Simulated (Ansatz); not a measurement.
# Structural relaxation of a frame of liquid 1,3,5-triphenylbenzene from 473 K (168 atoms), part 2 of 2

Aim: bring a frame of liquid 1,3,5-triphenylbenzene from 473 K (168 atoms) to a nearby minimum of the energy and see what moves.

Ansatz 0.2.0; Kohn-Sham DFT, r2SCAN+D4, PAW (set soft_2), plane waves.

The cell: 96 C and 72 H. The network of contacts between molecules at the start is that of the classical potential that made the cell. The density was typed from a rule of thumb and may lie off the real one at this temperature. Sampling is at Γ alone, for a cell whose shortest periodic width is 13 Å.

So far. Step 3 (Relaxation): The relaxation changed the energy by -61.5 meV/atom, and atoms moved by 0.99 Å r.m.s., 2.2 Å at most.

**4. Distances and neighbours after relaxation**

Bonds before and after, by the cutoffs listed below:

```tsv
pair	bonds before	bonds after	mean before (Å)	mean after (Å)	spread before (Å)	spread after (Å)
C-C	108	108	1.406	1.403	0.034	0.027
C-H	72	72	1.083	1.083	0.037	0.001
```

Density 1.03 g/cm³, 11.76 Å³ an atom.

Pair distribution functions g(r), in bins of 0.1 Å:

```tsv
r (Å)	total	C-C	C-H	H-H
0.95	0.00	0.00	0.00	0.00
1.05	6.94	0.00	14.20	0.00
1.15	0.00	0.00	0.00	0.00
1.25	0.00	0.00	0.00	0.00
1.35	5.48	16.80	0.00	0.00
1.45	0.78	2.39	0.00	0.00
1.55	0.00	0.00	0.00	0.00
1.65	0.00	0.00	0.00	0.00
1.75	0.00	0.00	0.00	0.00
1.85	0.00	0.00	0.00	0.00
1.95	0.00	0.00	0.00	0.00
2.05	0.00	0.00	0.00	0.00
2.15	3.57	0.00	7.18	0.26
2.25	0.15	0.00	0.00	0.83
2.35	0.40	0.36	0.00	1.54
2.45	3.24	6.95	0.00	5.26
2.55	0.38	0.91	0.00	0.46
2.65	0.58	0.00	0.80	1.03
2.75	1.73	1.64	2.17	0.72
2.85	0.46	0.47	0.25	0.98
2.95	0.46	0.19	0.60	0.56
3.05	0.69	0.63	0.71	0.71
3.15	0.36	0.07	0.43	0.68
3.25	0.55	0.00	0.82	0.80
3.35	1.75	0.03	3.25	0.81
3.45	0.73	0.12	1.13	0.77
3.55	0.53	0.24	0.58	0.91
3.65	0.86	1.05	0.65	1.09
3.75	1.25	1.97	0.89	0.95
3.85	1.28	0.81	1.72	0.94
3.95	1.16	0.88	1.51	0.73
4.05	1.08	0.90	1.31	0.78
4.15	0.81	0.89	0.77	0.77
4.25	1.19	1.05	0.77	2.53
4.35	1.10	1.49	0.96	0.77
4.45	0.99	0.91	0.89	1.41
4.55	0.95	0.79	1.00	1.12
4.65	1.02	0.66	1.23	1.09
4.75	1.10	1.13	1.23	0.70
4.85	1.08	1.42	0.98	0.72
4.95	1.32	1.02	1.41	1.59
5.05	1.01	1.08	1.05	0.81
5.15	1.04	1.34	0.82	1.07
5.25	0.84	1.05	0.67	0.92
```

Bonds by pair of elements; cutoffs follow the first minimum of g(r), held within bounds set by covalent radii, and pairs that aren't listed don't count as bonded:

```tsv
pair A-B	cutoff (Å)	bonds	mean length (Å)	spread (Å)	shortest (Å)	B about A	A about B
C-C	1.85	108	1.40	0.027	1.39	2.25	2.25
C-H	1.34	72	1.08	0.001	1.08	0.75	1
```

How many atoms have how many bonded neighbours:

```tsv
element	mean	1	3
C	3	0	96
H	1	72	0
```

Bond angles (no mean is given where the spread exceeds 20°):

```tsv
angle	count	mean (°)	spread (°)
C-C-C	144	120	0.9
C-C-H	144	120	0.4
```

Rings of the network by King's shortest-path rule, up to 12 atoms, one path for each pair of neighbours; H, halogens, alkali and alkaline-earth atoms are left out, and the last column divides by all other atoms, bonded or not:

```tsv
ring size (atoms)	rings	per network atom
6	16	0.167
```

For some of the pairs, g(r) has its first main peak near 1.4 Å (C-C), 1.1 Å (C-H) and 2.5 Å (H-H). By these cutoffs all C atoms have 3 and all H atoms have 1 bonded neighbour. The C-C-C angle averages 120° with a spread of 0.9°. All rings counted have 6 atoms.

**5. Single point at the relaxed geometry**

One more single point at the end of the walk gives the fuller output and checks the residual forces.

Input file input.yaml:

```yaml
crystal:
  lattice:
    - [12.54847, 0.0, 0.0]
    - [0.0, 12.54847, 0.0]
    - [0.0, 0.0, 12.54847]
  atoms:
    - { symbol: C, position: [0.74992, 0.90032, 0.47832] }
    - { symbol: C, position: [0.7534, 0.80439, 0.42332] }
    - { symbol: C, position: [0.69431, 0.71761, 0.45886] }
    - { symbol: C, position: [0.6315, 0.72769, 0.54956] }
    - { symbol: C, position: [0.62875, 0.82318, 0.60512] }
    - { symbol: C, position: [0.68787, 0.91114, 0.57026] }
    - { symbol: C, position: [0.68391, 0.01306, 0.6287] }
    - { symbol: C, position: [0.77397, 0.07802, 0.63725] }
    - { symbol: C, position: [0.7703, 0.17322, 0.69454] }
    - { symbol: C, position: [0.86608, 0.241, 0.70453] }
    - { symbol: C, position: [0.92085, 0.27508, 0.61386] }
    - { symbol: C, position: [0.00819, 0.3424, 0.62303] }
    - { symbol: C, position: [0.04372, 0.37465, 0.72286] }
    - { symbol: C, position: [0.99117, 0.33928, 0.81373] }
    - { symbol: C, position: [0.90255, 0.27382, 0.80441] }
    - { symbol: C, position: [0.67492, 0.20401, 0.74273] }
    - { symbol: C, position: [0.58302, 0.14185, 0.7333] }
    - { symbol: C, position: [0.48084, 0.17556, 0.78069] }
    - { symbol: C, position: [0.4078, 0.09979, 0.81759] }
    - { symbol: C, position: [0.30946, 0.13, 0.85822] }
    - { symbol: C, position: [0.282, 0.23727, 0.86287] }
    - { symbol: C, position: [0.35456, 0.31371, 0.82841] }
    - { symbol: C, position: [0.45293, 0.28321, 0.78798] }
    - { symbol: C, position: [0.58919, 0.04655, 0.67631] }
    - { symbol: H, position: [0.79404, 0.9683, 0.44865] }
    - { symbol: H, position: [0.80108, 0.79808, 0.35158] }
    - { symbol: H, position: [0.69657, 0.64285, 0.41566] }
    - { symbol: H, position: [0.58404, 0.66124, 0.57751] }
    - { symbol: H, position: [0.58164, 0.82889, 0.67726] }
    - { symbol: H, position: [0.8489, 0.05296, 0.60222] }
    - { symbol: H, position: [0.89371, 0.24963, 0.5359] }
    - { symbol: H, position: [0.04838, 0.36992, 0.55174] }
    [... 130 atom lines left out ...]
    - { symbol: H, position: [0.34637, 0.87941, 0.89221] }
    - { symbol: H, position: [0.5313, 0.8378, 0.94699] }
    - { symbol: H, position: [0.61425, 0.66755, 0.89219] }
    - { symbol: H, position: [0.51173, 0.53912, 0.78286] }
    - { symbol: H, position: [0.32747, 0.58216, 0.72648] }
    - { symbol: H, position: [0.142, 0.62418, 0.83863] }
kpoints:
  mp_grid: { grid: [1, 1, 1] }
hamiltonian:
  xc: r2scan
  dispersion: d4
scf:
  occupations: { method: fixed }
output:
  forces: true
  stress: true
  populations: true
  dos:
    method: { smearing: { sigma: 0.08 } }
    de: 0.1
    projected: { site_lists: { C: [C], H: [H] } }
  eigenvalues: true
  write_density: true
  write_potential: true
  volumetric_format: npy
```

Command:

```bash
ansatz run input.yaml --threads 4 --pin off --max-ram 8192MiB --backend cpu --events-out ev --progress --plain --runs-dir out
```

Numbers of over 12 decimals in the logs are rounded to 6 here.

Log:

```text
[...]
Crystal: 168 atoms, lattice volume = 1975.934 Å³
Basis set: ecut = 500 eV, 50181 PW (Γ), exchange–correlation on 384×384×384 points (64 copies of the dense FFT grid, shifted against one another)
Bands: 396, of which v1, the nominal top of the filled ones, is band 228 counted from 1 (227 counted from 0)
Symmetry: 1 space group operations
[...]
k-points: 1
[...]
SCF iter   1: F=—  HF=-25312.492681 eV  |F-HF|=—  |Δ(HF+E_count)|=         —  Δρ=5.72e-3  dr2=3.60e-1  dr2_τ=1.99e1  ethr=1.77e-3  ⟨swp⟩=5.0  Hψ=1383  notcnv=0  defer=165
[...]
SCF iter  10: F=-25311.850212 eV  HF=-25311.850212 eV  |F-HF|=6.68e-8  |Δ(HF+E_count)|=   3.73e-7  Δρ=7.43e-7  dr2=2.49e-8  dr2_τ=1.64e-9  ethr=2.19e-11  ⟨swp⟩=25.0  Hψ=4241  notcnv=0
SCF 1 converged in 10 iterations: F = -25311.850212 eV  dr2 = 2.49e-8
[...]
WARN: The input density's exchange-correlation potential varies sharply where the density is thin. Do not read a vacuum level from v_tot or v_xc, or from such a field of the output density. On a cell that repeats whose density bears no net charge and no dipole along the vacuum's axis use v_es (v_loc + v_h of the components); [...]
SCF converged after 10 iterations
Free energy (F): -25311.850212 eV
[...]
Internal energy: -25311.850212 eV  (E = F + TS)
E sigma→0 (E₀):  -25311.850212 eV
Fermi energy:    -0.456093 eV
[...]
--- Forces (eV/Å), atoms counted from 1 ---
  atom   1  C      0.00337073    -0.00079611    -0.00299827
  atom   2  C     -0.00612264    -0.00368869     0.00442025
  atom   3  C      0.00271752     0.01388525     0.00002685
  atom   4  C      0.00040539    -0.00080684     0.00174949
  atom   5  C      0.00060182    -0.00016213    -0.00160206
  atom   6  C     -0.00225179    -0.00854305     0.00073611
  atom   7  C     -0.00440992     0.00621952     0.00150021
  atom   8  C      0.00557049     0.00361811     0.00176758
  atom   9  C     -0.00307351    -0.00055143     0.00337606
  atom  10  C      0.00502184     0.00091485    -0.00349160
  atom  11  C      0.00671875     0.00188152    -0.00476194
  atom  12  C     -0.00581834    -0.00013807     0.00328709
  atom  13  C     -0.00673519    -0.00127815     0.00267925
  atom  14  C      0.00287443     0.00453806    -0.00696010
[...]
atom 167  H      0.00496672     0.00925956     0.00748161
  atom 168  H     -0.00070895     0.00028850     0.00039991
  max |Σ_I F_I| component: 6.09e-5 eV/Å
--- Stress (GPa, compression-positive) ---
       -0.342350      -0.086838      -0.008749
       -0.086838      -0.275576       0.050733
       -0.008749       0.050733      -0.347929
  P = ⅓ Tr σ = -0.3220 GPa (-3.220 kbar)
--- Band table (eV) ---
[...]
--- Löwdin populations: 168 sites ---
  site symbol       q [e]
     0      C      4.1328
     1      C      4.1295
     2      C      4.1374
[...]
167      H      0.8074
  spilling = 0.012457 (of n_electrons = 456.000000)
```

Elapsed: 27 s, on 4 threads of AMD EPYC 9R45, shared host; peak memory 5.3 GiB.

The program notes that the exchange-correlation potential is rough where the density is thin.

The run gave:

- free energy: -25311.8502 eV
- free energy per atom: -150.6658 eV/atom
- SCF cycles: 10
- pressure: -0.322 GPa
- r.m.s. force component: 0.0043 eV/Å
- longest force: 0.01908 eV/Å
- Fermi energy: -0.4561 eV
- gap (highest filled to lowest empty level): 3.571 eV
- spilling of the projection: 0.01246

Löwdin charges by element (they lack the spilled electrons, 0.034 e an atom on average):

```tsv
element	coordination	atoms	mean charge (e)	spread	least	most
C	all	96	-0.086	0.0771	-0.154	0.0549
H	all	72	0.194	0.0068	0.178	0.209
```

States in the cell by windows of 1 eV, zero at the Fermi level; the larger projections on atomic orbitals stand beside the total:

```tsv
from (eV)	to (eV)	total	C p	H s	C s
-10	-9	24.6	13.9	3.3	7.0
-9	-8	10.8	7.6	1.9	1.0
-8	-7	21.0	13.4	5.3	1.9
-7	-6	29.0	19.3	5.7	3.6
-6	-5	61.8	47.9	10.2	2.7
-5	-4	28.8	24.1	4.1	0.3
-4	-3	49.9	41.0	8.1	0.4
-3	-2	33.6	25.9	7.3	0.1
-2	-1	25.4	25.1	0.2	0.1
-1	0	37.3	37.0	0.0	0.1
0	1	1.2	1.2	0.0	0.0
1	3	0.0	0.0	0.0	0.0
3	4	15.7	14.8	0.1	0.1
4	5	34.1	29.7	1.2	0.4
```

The curve was stored every 0.100 eV, coarse against its broadening of 0.08 eV, so these counts are rough.

With fixed occupations the program's Fermi level is the highest filled level; weight inside the gap is the broadening of levels at its edges.

Between -18 and -10 eV lie 133 more states.

The levels nearest the highest filled one (over half full), pooled over k-points and spins:

```tsv
level less the highest filled one (eV)	occupation
-0.260	2
-0.243	2
-0.216	2
-0.165	2
-0.0833	2
0	2
3.57	0
3.60	0
3.66	0
3.70	0
3.72	0
3.78	0
```

Valence density in the ab plane at fractional z = 0.131, with atoms of C and H within 0.2 Å of it. It is the smooth field of the valence electrons, not physical close to the nuclei.

Ten even steps from '0' (0.0 e/Å³) to '9' (1.9 e/Å³), each cell a mean:
```
00001367642000000000245421000000000
00000246794100000001379741000000000
00000111221000000000136763100000000
00000000000000000000012565210000000
00000000000000000000001487310000000
00000000001210000000000364100000000
00000001124872000000000011000000000
00000124689841000000000000000000000
00001224688620000000000000000000000
00012221235410000000000000000000000
00125521112110000000000000000000000
00138963211000000000000000000001331
21259874210000000011111001000002684
77788531100000013455532112321002699
99985200000000015789841114774335998
24795200000000001247741125999889963
02587531000000000012321124655579731
23576432000000000000111111111137752
55542110000000000000000000000025665
44320000000000000000000000000024433
12221111000000000000000000000011100
01234675200000000000000000000000000
00135896200000000000000000000000000
00012686310000000000001100000000000
```
Columns run along a (12.5 Å), rows up along b (12.5 Å). Atoms in or near the plane, at fractional coordinates: C at (0.17, 0.06), C at (0.89, 0.33), C at (0.77, 0.35), C at (0.55, 0.39), C at (0.96, 0.41), C at (0.07, 0.39), C at (0.15, 0.48), C at (0.29, 0.66), H at (0.27, 0.93), H at (0.47, 0.40), H at (0.93, 0.49), H at (0.34, 0.73).

Electrostatic potential energy in the ab plane at fractional z = 0.131, with atoms of C and H within 0.2 Å of it. With pseudopotentials it is smooth inside the atoms' cores, unlike the true potential.

Values in eV, 13 rows by 16 columns, each cell a mean:
```
  6   5  -5 -30 -16   3   5   5   4  -6 -31  -4   5   6   6   6
  6   6   4   1  -3   4   5   5   4  -1 -20 -12   3   6   6   6
  6   6   5   5   4   3   4   5   4   4  -3 -22   2   5   5   6
  5   6   4   1  -9 -23   1   5   4   5   3  -1   4   5   5   5
  5   4   0  -7 -40 -17   4   5   5   5   5   5   5   5   5   5
  4   0  -6   0  -1   1   5   5   5   5   5   5   5   5   4   4
  2 -11 -45  -9   2   5   5   4   4   4   4   4   4   4  -7 -13
-25 -36 -11   2   4   5   3 -13 -26 -23   0  -2 -10   0 -10 -46
 -7 -28  -7   3   5   5   5   2 -13 -14   0 -10 -44 -24 -42 -11
 -6 -23 -13  -1   4   5   5   5   4   2   3   1   0  -2 -22 -12
-17  -5   3   4   5   5   5   5   5   5   5   5   5   2 -11 -10
  1  -3 -17  -8   4   5   5   5   5   5   5   5   5   4   3   4
  5   1 -30 -19   3   5   5   6   5   3   3   5   5   5   5   5
```
Columns run along a (12.5 Å; values clipped at the 3rd and 97th percentile), rows up along b (12.5 Å). Atoms in or near the plane, at fractional coordinates: C at (0.17, 0.06), C at (0.89, 0.33), C at (0.77, 0.35), C at (0.55, 0.39), C at (0.96, 0.41), C at (0.07, 0.39), C at (0.15, 0.48), C at (0.29, 0.66), H at (0.27, 0.93), H at (0.47, 0.40), H at (0.93, 0.49), H at (0.34, 0.73).

Mean Löwdin charges: C -0.09, H +0.19 e (they miss 1.2 % of the electrons, so they add up to more than the cell's charge). The largest share in the top eV of filled states is C p (100 % of the projected weight), and in the lowest eV of empty states C p (98 % of the projected weight).

A closer look about H29, picked at random: 17 atoms, nearest first, numbered in the order of the input, with positions taken from that point.

```tsv
atom	x	y	z	distance (Å)	bonds	Löwdin charge (e)
H29	0.00	0.00	0.00	0.00	1	0.20
C5	0.59	-0.07	-0.91	1.08	3	-0.13
C4	0.63	-1.27	-1.60	2.14	3	-0.11
C6	1.33	1.03	-1.34	2.16	3	0.05
H42	-0.80	2.14	-0.15	2.29	1	0.19
H28	0.03	-2.10	-1.25	2.45	1	0.20
C7	1.28	2.31	-0.61	2.71	3	0.05
C24	0.09	2.73	-0.01	2.73	3	-0.14
C147	-0.61	-1.80	2.40	3.06	3	-0.13
C146	-1.19	-0.59	2.78	3.09	3	-0.12
C3	1.41	-1.40	-2.74	3.39	3	-0.14
C1	2.11	0.90	-2.50	3.39	3	-0.13
H165	0.41	-2.02	2.70	3.40	1	0.20
C148	-1.33	-2.70	1.63	3.43	3	-0.13
H164	-0.63	0.11	3.38	3.44	1	0.20
C145	-2.49	-0.29	2.39	3.46	3	-0.14
H37	-1.91	2.35	1.73	3.49	1	0.19
```

The column of bonds counts only the pairs C-C within 1.85 Å, C-H within 1.34 Å; other neighbours, such as metal atoms beside each other in a compound, aren't counted, and periodic images can show an atom twice.

**6. Results**

| Item | Value |
| --- | --- |
| energy change in the relaxation | -61.5 meV/atom |
| r.m.s. displacement | 0.988 Å |
| largest displacement | 2.221 Å |
| free energy per atom | -150.6658 eV/atom |
| pressure | -0.322 GPa |
| r.m.s. force component | 0.0043 eV/Å |
| gap (highest filled to lowest empty level) | 3.571 eV |
| wall time of the 3 DFT runs | 6.7 min |

In words: Relaxation lowers the energy by 61.5 meV/atom and moves atoms by 0.99 Å r.m.s.; the r.m.s. force component goes from 1.2 to 0.0043 eV/Å, the pressure goes from -0.12 to -0.32 GPa, and the gap from 3.52 to 3.57 eV. By the final cutoffs no bond was broken or made. First to last step the energy falls by 10.333 eV; the largest move, 2.22 Å, is that of H80. Counting bonds as in the table, all C atoms have 3 and all H atoms have 1 bonded neighbour. Between filled and empty levels lie 3.57 eV (at Γ alone); a semilocal functional tends to put such gaps too low. In a disordered cell it changes from sample to sample and from frame to frame.

What to keep in mind: The network of contacts between molecules at the start is that of the classical potential that made the cell; in DFT atoms moved by 0.99 Å r.m.s.

[Logs are printed without paths, hosts, clocks, repeated set-up lines and the standing remarks that a program may print on its own settings, such as how far it seeks lower states.]

[Hosts, paths, dates, database ids (printed as entryN), source tags and the programs' standing remarks are cut or masked in the printed files.]
